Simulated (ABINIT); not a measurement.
# SiPbS3 (Pm-3m): zone-centre phonons, part 3 of 3

Which modes does SiPbS3 (Pm-3m) have at the zone centre?

ABINIT 10.8.3; DFT LDA, scalar-relativistic, plane waves, HGH norm-conserving pseudopotentials.

So far. Step 5 (Ground state): The cell stands at -0.63 GPa: the relaxation ran with a smoothed and higher cutoff, and the difference is a stress of the finite basis. Step 6 (Linear response at Γ): The acoustic modes at Γ come out as far as 3.4 cm⁻¹ from zero, where they should vanish, a small numerical error. The lowest optical mode is imaginary, 151i cm⁻¹, an instability at this level and on this k mesh. The relaxed cell has a = 4.539 Å (conventional setting).

The structure was built from a prototype and need not be the compound's stable phase.

### 7. Modes with the sum rule

anaddb reads the merged derivatives and imposes the acoustic sum rule.

anaddb.abi

```
ddb_filepath "gamma_DDB"
output_file "anaddb.abo"
outdata_prefix "anaddb"
asr 1
chneut 1
enunit 2
eivec 1
nph1l 1
qph1l 0.0 0.0 0.0 1.0
```

mrgddb.in

```
gamma_DDB
merged
2
dfpt_gammao_DDB
gso_DDB
```

Launch:

```console
$ mrgddb < mrgddb.in > mrgddb.log
$ OMP_NUM_THREADS=1 anaddb anaddb.abi > anaddb.log
```

anaddb.abo, the main output file:

```text
-outvars_anaddb: echo values of input variables ----------------------

 Miscellaneous information :
      enunit         2
       eivec         1
         asr         1
 First list of wavevector (reduced coord.) :
       nph1l         1
       qph1l
                     0.00000000E+00  0.00000000E+00  0.00000000E+00    1.000E+00

================================================================================

 read the DDB information and perform some checks

  ==== Info on the Cryst% object ====
 Real(R)+Recip(G) space primitive vectors, cartesian coordinates (Bohr,Bohr^-1):
 R(1)=  8.5779843  0.0000000  0.0000000  G(1)=  0.1165775  0.0000000  0.0000000
 R(2)=  0.0000000  8.5779843  0.0000000  G(2)=  0.0000000  0.1165775  0.0000000
 R(3)=  0.0000000  0.0000000  8.5779843  G(3)=  0.0000000  0.0000000  0.1165775
 Unit cell volume ucvol=  6.3118366E+02 bohr^3
 Angles (23,13,12)=  9.00000000E+01  9.00000000E+01  9.00000000E+01 degrees
 Time-reversal symmetry is present
 Reduced atomic positions [iatom, xred, symbol]:
    1)    0.0000000  0.0000000  0.0000000  Pb
    2)    0.5000000  0.5000000  0.5000000  Si
    3)    0.5000000  0.5000000  0.0000000   S
    4)    0.5000000  0.0000000  0.5000000   S
    5)    0.0000000  0.5000000  0.5000000   S

 DDB file with 3 blocks has been read.

================================================================================

 Treat the first list of vectors

  Phonon wavevector (reduced coordinates) :  0.00000  0.00000  0.00000
 Phonon energies in Hartree :
  -6.880823E-04 -6.880823E-04 -6.880823E-04 -4.903102E-04 -4.903102E-04
  -4.903102E-04 -1.430340E-04 -1.430340E-04 -1.430340E-04  0.000000E+00
   0.000000E+00  0.000000E+00  1.450737E-03  1.450737E-03  1.450737E-03
 Phonon energies in meV     :
- -1.872367E+01 -1.872367E+01 -1.872367E+01 -1.334202E+01 -1.334202E+01
- -1.334202E+01 -3.892153E+00 -3.892153E+00 -3.892153E+00  0.000000E+00
-  0.000000E+00  0.000000E+00  3.947656E+01  3.947656E+01  3.947656E+01
 Phonon frequencies in cm-1    :
- -1.510166E+02 -1.510166E+02 -1.510166E+02 -1.076107E+02 -1.076107E+02
- -1.076107E+02 -3.139233E+01 -3.139233E+01 -3.139233E+01  0.000000E+00
-  0.000000E+00  0.000000E+00  3.183999E+02  3.183999E+02  3.183999E+02
 Phonon frequencies in Thz     :
- -4.527364E+00 -4.527364E+00 -4.527364E+00 -3.226086E+00 -3.226086E+00
- -3.226086E+00 -9.411184E-01 -9.411184E-01 -9.411184E-01  0.000000E+00
-  0.000000E+00  0.000000E+00  9.545389E+00  9.545389E+00  9.545389E+00
 Phonon energies in Kelvin  :
- -2.172792E+02 -2.172792E+02 -2.172792E+02 -1.548277E+02 -1.548277E+02
- -1.548277E+02 -4.516656E+01 -4.516656E+01 -4.516656E+01  0.000000E+00
-  0.000000E+00  0.000000E+00  4.581064E+02  4.581064E+02  4.581064E+02

 Eigendisplacements
 (will be given, for each mode : in cartesian coordinates
   for each atom the real part of the displacement vector,
   then the imaginary part of the displacement vector - absolute values smaller than 1.0d-7 are set to zero)
  Mode number    1   Energy   -6.880823E-04
 Attention : low frequency mode.
   (Could be unstable or acoustic mode)
-  1  0.00000000E+00  0.00000000E+00 -4.79820378E-04
-     0.00000000E+00  0.00000000E+00  0.00000000E+00
-  2  0.00000000E+00  0.00000000E+00 -2.06886535E-03
-     0.00000000E+00  0.00000000E+00  0.00000000E+00
-  3  0.00000000E+00  0.00000000E+00  4.01805072E-05
-     0.00000000E+00  0.00000000E+00  0.00000000E+00
-  4  0.00000000E+00  0.00000000E+00  2.43615321E-03
-     0.00000000E+00  0.00000000E+00  0.00000000E+00
-  5  0.00000000E+00  0.00000000E+00  2.43615321E-03
-     0.00000000E+00  0.00000000E+00  0.00000000E+00
  Mode number    2   Energy   -6.880823E-04
 Attention : low frequency mode.
   (Could be unstable or acoustic mode)
-  1  0.00000000E+00 -4.79820378E-04  0.00000000E+00
-     0.00000000E+00  0.00000000E+00  0.00000000E+00
-  2  0.00000000E+00 -2.06886535E-03  0.00000000E+00
-     0.00000000E+00  0.00000000E+00  0.00000000E+00
-  3  0.00000000E+00  2.43615321E-03  0.00000000E+00
-     0.00000000E+00  0.00000000E+00  0.00000000E+00
-  4  0.00000000E+00  4.01805072E-05  0.00000000E+00
-     0.00000000E+00  0.00000000E+00  0.00000000E+00
-  5  0.00000000E+00  2.43615321E-03  0.00000000E+00
-     0.00000000E+00  0.00000000E+00  0.00000000E+00
  Mode number    3   Energy   -6.880823E-04
 Attention : low frequency mode.
   (Could be unstable or acoustic mode)
-  1  4.79820378E-04  0.00000000E+00  0.00000000E+00
-     0.00000000E+00  0.00000000E+00  0.00000000E+00
-  2  2.06886535E-03  0.00000000E+00  0.00000000E+00
-     0.00000000E+00  0.00000000E+00  0.00000000E+00
-  3 -2.43615321E-03  0.00000000E+00  0.00000000E+00
-     0.00000000E+00  0.00000000E+00  0.00000000E+00
-  4 -2.43615321E-03  0.00000000E+00  0.00000000E+00
-     0.00000000E+00  0.00000000E+00  0.00000000E+00
-  5 -4.01805072E-05  0.00000000E+00  0.00000000E+00
-     0.00000000E+00  0.00000000E+00  0.00000000E+00
  Mode number    4   Energy   -4.903102E-04
 Attention : low frequency mode.
   (Could be unstable or acoustic mode)
-  1  0.00000000E+00  0.00000000E+00  0.00000000E+00
-     0.00000000E+00  0.00000000E+00  0.00000000E+00
-  2  0.00000000E+00  0.00000000E+00  0.00000000E+00
-     0.00000000E+00  0.00000000E+00  0.00000000E+00
-  3  0.00000000E+00  0.00000000E+00  0.00000000E+00
-     0.00000000E+00  0.00000000E+00  0.00000000E+00
-  4  0.00000000E+00  0.00000000E+00 -2.92470830E-03
-     0.00000000E+00  0.00000000E+00  0.00000000E+00
-  5  0.00000000E+00  0.00000000E+00  2.92470830E-03
-     0.00000000E+00  0.00000000E+00  0.00000000E+00
  Mode number    5   Energy   -4.903102E-04
 Attention : low frequency mode.
   (Could be unstable or acoustic mode)
-  1  0.00000000E+00  0.00000000E+00  0.00000000E+00
-     0.00000000E+00  0.00000000E+00  0.00000000E+00
-  2  0.00000000E+00  0.00000000E+00  0.00000000E+00
-     0.00000000E+00  0.00000000E+00  0.00000000E+00
-  3  0.00000000E+00  2.92470830E-03  0.00000000E+00
-     0.00000000E+00  0.00000000E+00  0.00000000E+00
-  4  0.00000000E+00  0.00000000E+00  0.00000000E+00
-     0.00000000E+00  0.00000000E+00  0.00000000E+00
-  5  0.00000000E+00 -2.92470830E-03  0.00000000E+00
-     0.00000000E+00  0.00000000E+00  0.00000000E+00
  Mode number    6   Energy   -4.903102E-04
 Attention : low frequency mode.
   (Could be unstable or acoustic mode)
-  1  0.00000000E+00  0.00000000E+00  0.00000000E+00
-     0.00000000E+00  0.00000000E+00  0.00000000E+00
-  2  0.00000000E+00  0.00000000E+00  0.00000000E+00
-     0.00000000E+00  0.00000000E+00  0.00000000E+00
-  3  2.92470830E-03  0.00000000E+00  0.00000000E+00
-     0.00000000E+00  0.00000000E+00  0.00000000E+00
-  4 -2.92470830E-03  0.00000000E+00  0.00000000E+00
-     0.00000000E+00  0.00000000E+00  0.00000000E+00
-  5  0.00000000E+00  0.00000000E+00  0.00000000E+00
-     0.00000000E+00  0.00000000E+00  0.00000000E+00
  Mode number    7   Energy   -1.430340E-04
 Attention : low frequency mode.
   (Could be unstable or acoustic mode)
-  1  0.00000000E+00  0.00000000E+00  8.72510851E-04
-     0.00000000E+00  0.00000000E+00  0.00000000E+00
-  2  0.00000000E+00  0.00000000E+00 -3.11166569E-03
-     0.00000000E+00  0.00000000E+00  0.00000000E+00
-  3  0.00000000E+00  0.00000000E+00 -1.73705983E-03
-     0.00000000E+00  0.00000000E+00  0.00000000E+00
-  4  0.00000000E+00  0.00000000E+00 -5.87713610E-04
-     0.00000000E+00  0.00000000E+00  0.00000000E+00
-  5  0.00000000E+00  0.00000000E+00 -5.87713610E-04
-     0.00000000E+00  0.00000000E+00  0.00000000E+00
  Mode number    8   Energy   -1.430340E-04
 Attention : low frequency mode.
   (Could be unstable or acoustic mode)
-  1  0.00000000E+00  8.72510851E-04  0.00000000E+00
-     0.00000000E+00  0.00000000E+00  0.00000000E+00
-  2  0.00000000E+00 -3.11166569E-03  0.00000000E+00
-     0.00000000E+00  0.00000000E+00  0.00000000E+00
-  3  0.00000000E+00 -5.87713610E-04  0.00000000E+00
-     0.00000000E+00  0.00000000E+00  0.00000000E+00
-  4  0.00000000E+00 -1.73705983E-03  0.00000000E+00
-     0.00000000E+00  0.00000000E+00  0.00000000E+00
-  5  0.00000000E+00 -5.87713610E-04  0.00000000E+00
-     0.00000000E+00  0.00000000E+00  0.00000000E+00
  Mode number    9   Energy   -1.430340E-04
 Attention : low frequency mode.
   (Could be unstable or acoustic mode)
-  1  8.72510851E-04  0.00000000E+00  0.00000000E+00
-     0.00000000E+00  0.00000000E+00  0.00000000E+00
-  2 -3.11166569E-03  0.00000000E+00  0.00000000E+00
-     0.00000000E+00  0.00000000E+00  0.00000000E+00
-  3 -5.87713611E-04  0.00000000E+00  0.00000000E+00
-     0.00000000E+00  0.00000000E+00  0.00000000E+00
-  4 -5.87713611E-04  0.00000000E+00  0.00000000E+00
-     0.00000000E+00  0.00000000E+00  0.00000000E+00
-  5 -1.73705983E-03  0.00000000E+00  0.00000000E+00
-     0.00000000E+00  0.00000000E+00  0.00000000E+00
  Mode number   10   Energy    0.000000E+00
 Attention : low frequency mode.
   (Could be unstable or acoustic mode)
-  1  0.00000000E+00  0.00000000E+00  1.28643879E-03
-     0.00000000E+00  0.00000000E+00  0.00000000E+00
-  2  0.00000000E+00  0.00000000E+00  1.28643595E-03
-     0.00000000E+00  0.00000000E+00  0.00000000E+00
-  3  0.00000000E+00  0.00000000E+00  1.28643769E-03
-     0.00000000E+00  0.00000000E+00  0.00000000E+00
-  4  0.00000000E+00  0.00000000E+00  1.28643852E-03
-     0.00000000E+00  0.00000000E+00  0.00000000E+00
-  5  0.00000000E+00  0.00000000E+00  1.28643852E-03
-     0.00000000E+00  0.00000000E+00  0.00000000E+00
  Mode number   11   Energy    0.000000E+00
 Attention : low frequency mode.
   (Could be unstable or acoustic mode)
-  1  0.00000000E+00  1.28643879E-03  0.00000000E+00
-     0.00000000E+00  0.00000000E+00  0.00000000E+00
-  2  0.00000000E+00  1.28643595E-03  0.00000000E+00
-     0.00000000E+00  0.00000000E+00  0.00000000E+00
-  3  0.00000000E+00  1.28643852E-03  0.00000000E+00
-     0.00000000E+00  0.00000000E+00  0.00000000E+00
-  4  0.00000000E+00  1.28643769E-03  0.00000000E+00
-     0.00000000E+00  0.00000000E+00  0.00000000E+00
-  5  0.00000000E+00  1.28643852E-03  0.00000000E+00
-     0.00000000E+00  0.00000000E+00  0.00000000E+00
  Mode number   12   Energy    0.000000E+00
 Attention : low frequency mode.
   (Could be unstable or acoustic mode)
-  1  1.28643879E-03  0.00000000E+00  0.00000000E+00
-     0.00000000E+00  0.00000000E+00  0.00000000E+00
-  2  1.28643595E-03  0.00000000E+00  0.00000000E+00
-     0.00000000E+00  0.00000000E+00  0.00000000E+00
-  3  1.28643852E-03  0.00000000E+00  0.00000000E+00
-     0.00000000E+00  0.00000000E+00  0.00000000E+00
-  4  1.28643852E-03  0.00000000E+00  0.00000000E+00
-     0.00000000E+00  0.00000000E+00  0.00000000E+00
-  5  1.28643769E-03  0.00000000E+00  0.00000000E+00
-     0.00000000E+00  0.00000000E+00  0.00000000E+00
  Mode number   13   Energy    1.450737E-03
-  1  0.00000000E+00  0.00000000E+00  3.40426375E-05
-     0.00000000E+00  0.00000000E+00  0.00000000E+00
-  2  0.00000000E+00  0.00000000E+00  1.97861343E-03
-     0.00000000E+00  0.00000000E+00  0.00000000E+00
-  3  0.00000000E+00  0.00000000E+00 -3.52617697E-03
-     0.00000000E+00  0.00000000E+00  0.00000000E+00
-  4  0.00000000E+00  0.00000000E+00  7.86603338E-04
-     0.00000000E+00  0.00000000E+00  0.00000000E+00
-  5  0.00000000E+00  0.00000000E+00  7.86603338E-04
-     0.00000000E+00  0.00000000E+00  0.00000000E+00
  Mode number   14   Energy    1.450737E-03
-  1  0.00000000E+00  3.40426375E-05  0.00000000E+00
-     0.00000000E+00  0.00000000E+00  0.00000000E+00
-  2  0.00000000E+00  1.97861343E-03  0.00000000E+00
-     0.00000000E+00  0.00000000E+00  0.00000000E+00
-  3  0.00000000E+00  7.86603338E-04  0.00000000E+00
-     0.00000000E+00  0.00000000E+00  0.00000000E+00
-  4  0.00000000E+00 -3.52617697E-03  0.00000000E+00
-     0.00000000E+00  0.00000000E+00  0.00000000E+00
-  5  0.00000000E+00  7.86603338E-04  0.00000000E+00
-     0.00000000E+00  0.00000000E+00  0.00000000E+00
  Mode number   15   Energy    1.450737E-03
-  1  3.40426375E-05  0.00000000E+00  0.00000000E+00
-     0.00000000E+00  0.00000000E+00  0.00000000E+00
-  2  1.97861343E-03  0.00000000E+00  0.00000000E+00
-     0.00000000E+00  0.00000000E+00  0.00000000E+00
-  3  7.86603338E-04  0.00000000E+00  0.00000000E+00
-     0.00000000E+00  0.00000000E+00  0.00000000E+00
-  4  7.86603338E-04  0.00000000E+00  0.00000000E+00
-     0.00000000E+00  0.00000000E+00  0.00000000E+00
-  5 -3.52617697E-03  0.00000000E+00  0.00000000E+00
-     0.00000000E+00  0.00000000E+00  0.00000000E+00

 Analysis of degeneracies and characters (maximum tolerance=1.00E-06 a.u.)
 For each vibration mode, or group of modes if degenerate,
 the characters are given for each symmetry operation (see the list in the log file).
 Symmetry characters of vibration mode #   1
       degenerate with vibration modes #   2 to    3
  3.0 -3.0 -1.0  1.0 -1.0  1.0 -1.0  1.0  1.0 -1.0 -1.0  1.0  1.0 -1.0 -1.0  1.0
  0.0 -0.0 -0.0  0.0  0.0 -0.0 -0.0  0.0  1.0 -1.0 -1.0  1.0 -1.0  1.0  1.0 -1.0
  0.0 -0.0  0.0 -0.0 -0.0  0.0 -0.0  0.0  1.0 -1.0  1.0 -1.0 -1.0  1.0 -1.0  1.0
 Symmetry characters of vibration mode #   4
       degenerate with vibration modes #   5 to    6
  3.0 -3.0 -1.0  1.0 -1.0  1.0 -1.0  1.0 -1.0  1.0  1.0 -1.0 -1.0  1.0  1.0 -1.0
  0.0 -0.0  0.0 -0.0 -0.0  0.0 -0.0  0.0 -1.0  1.0  1.0 -1.0  1.0 -1.0 -1.0  1.0
  0.0 -0.0 -0.0  0.0 -0.0  0.0  0.0 -0.0 -1.0  1.0 -1.0  1.0  1.0 -1.0  1.0 -1.0
 Symmetry characters of vibration mode #   7
       degenerate with vibration modes #   8 to    9
  3.0 -3.0 -1.0  1.0 -1.0  1.0 -1.0  1.0  1.0 -1.0 -1.0  1.0  1.0 -1.0 -1.0  1.0
  0.0 -0.0  0.0 -0.0  0.0 -0.0 -0.0  0.0  1.0 -1.0 -1.0  1.0 -1.0  1.0  1.0 -1.0
  0.0 -0.0  0.0 -0.0 -0.0  0.0  0.0 -0.0  1.0 -1.0  1.0 -1.0 -1.0  1.0 -1.0  1.0
 Symmetry characters of vibration mode #  10
       degenerate with vibration modes #  11 to   12
  3.0 -3.0 -1.0  1.0 -1.0  1.0 -1.0  1.0  1.0 -1.0 -1.0  1.0  1.0 -1.0 -1.0  1.0
  0.0 -0.0  0.0 -0.0 -0.0  0.0 -0.0  0.0  1.0 -1.0 -1.0  1.0 -1.0  1.0  1.0 -1.0
  0.0 -0.0 -0.0  0.0 -0.0  0.0  0.0 -0.0  1.0 -1.0  1.0 -1.0 -1.0  1.0 -1.0  1.0
 Symmetry characters of vibration mode #  13
       degenerate with vibration modes #  14 to   15
  3.0 -3.0 -1.0  1.0 -1.0  1.0 -1.0  1.0  1.0 -1.0 -1.0  1.0  1.0 -1.0 -1.0  1.0
 -0.0  0.0  0.0 -0.0  0.0 -0.0  0.0 -0.0  1.0 -1.0 -1.0  1.0 -1.0  1.0  1.0 -1.0
 -0.0  0.0  0.0 -0.0  0.0 -0.0  0.0 -0.0  1.0 -1.0  1.0 -1.0 -1.0  1.0 -1.0  1.0
-
```

Wall time 0.54 s (1 thread of Arm Neoverse N1, shared host).

Numbers from this step:

- lowest optical zone-centre mode: -151.0 cm⁻¹

No LO-TO term; unit eigenvectors of the mass-weighted matrix, from anaddb's displacements. The modes at Γ (shares of kinetic energy by element, %) (negative means imaginary):

```csv
mode,frequency (cm⁻¹),symmetry,Pb %,Si %,S %
1,-151.0,T1u,9,22,69
2,-151.0,T1u,9,22,69
3,-151.0,T1u,9,22,69
4,-107.6,T2u,0,0,100
5,-107.6,T2u,0,0,100
6,-107.6,T2u,0,0,100
7,-31.4,T1u,29,50,22
8,-31.4,T1u,29,50,22
9,-31.4,T1u,29,50,22
10,0.0,acoustic,63,8,29
11,0.0,acoustic,63,8,29
12,0.0,acoustic,63,8,29
13,318.4,T1u,0,20,80
14,318.4,T1u,0,20,80
15,318.4,T1u,0,20,80
```

Displacements in mode 1 (-151.0 cm⁻¹), the largest set to 1:
```
Pb1  0.00  0.00 -0.20
Si2  0.00  0.00 -0.85
S3   0.00  0.00  0.02
S4   0.00  0.00  1.00
S5   0.00  0.00  1.00
```

Displacements in mode 13 (318.4 cm⁻¹), the largest set to 1:
```
Pb1  0.00  0.00  0.01
Si2  0.00  0.00  0.56
S3   0.00  0.00 -1.00
S4   0.00  0.00  0.22
S5   0.00  0.00  0.22
```

The rule moves no optical mode by more than 0.3 cm⁻¹.

### 8. Summary of results

```
space group after relaxation                                           : Pm-3m
volume per atom                                                        : 18.7 Å³
highest optical zone-centre mode (no LO-TO term)                       : 318.4 cm⁻¹
lowest optical zone-centre mode                                        : -151.0 cm⁻¹
imaginary optical modes at the zone centre (no q mesh in this session) : yes
```

**Reading.** At the LDA level the optical modes of SiPbS3 (Pm-3m) at the zone centre run from 151i to 318 cm⁻¹, so the structure is a saddle point, with 9 modes beyond 10i cm⁻¹ there. The base run prints -0.63 GPa, mostly the error of a finite basis; the relaxation, with a smoothed and higher cutoff, had brought the cell to rest. These are harmonic frequencies at zero temperature: anharmonic shifts and linewidths and thermal expansion are left out. Spin-orbit coupling is left out, which can matter for the heavy elements here. The HGH files keep few electrons and have no core correction, which is cheap but rough for Pb. In a metal the frequencies hang on the k mesh and the smearing, most of all near Kohn anomalies. The structure is a hypothetical one, built on a prototype.

[Host names and launcher messages were left out of these logs when they were recorded.]

[Logs are printed without paths, hosts, clocks, repeated set-up lines and the standing remarks that a program may print on its own settings, such as how far it seeks lower states.]

[Hosts, paths, dates, database ids (printed as entryN), source tags and the programs' standing remarks are cut or masked in the printed files.]
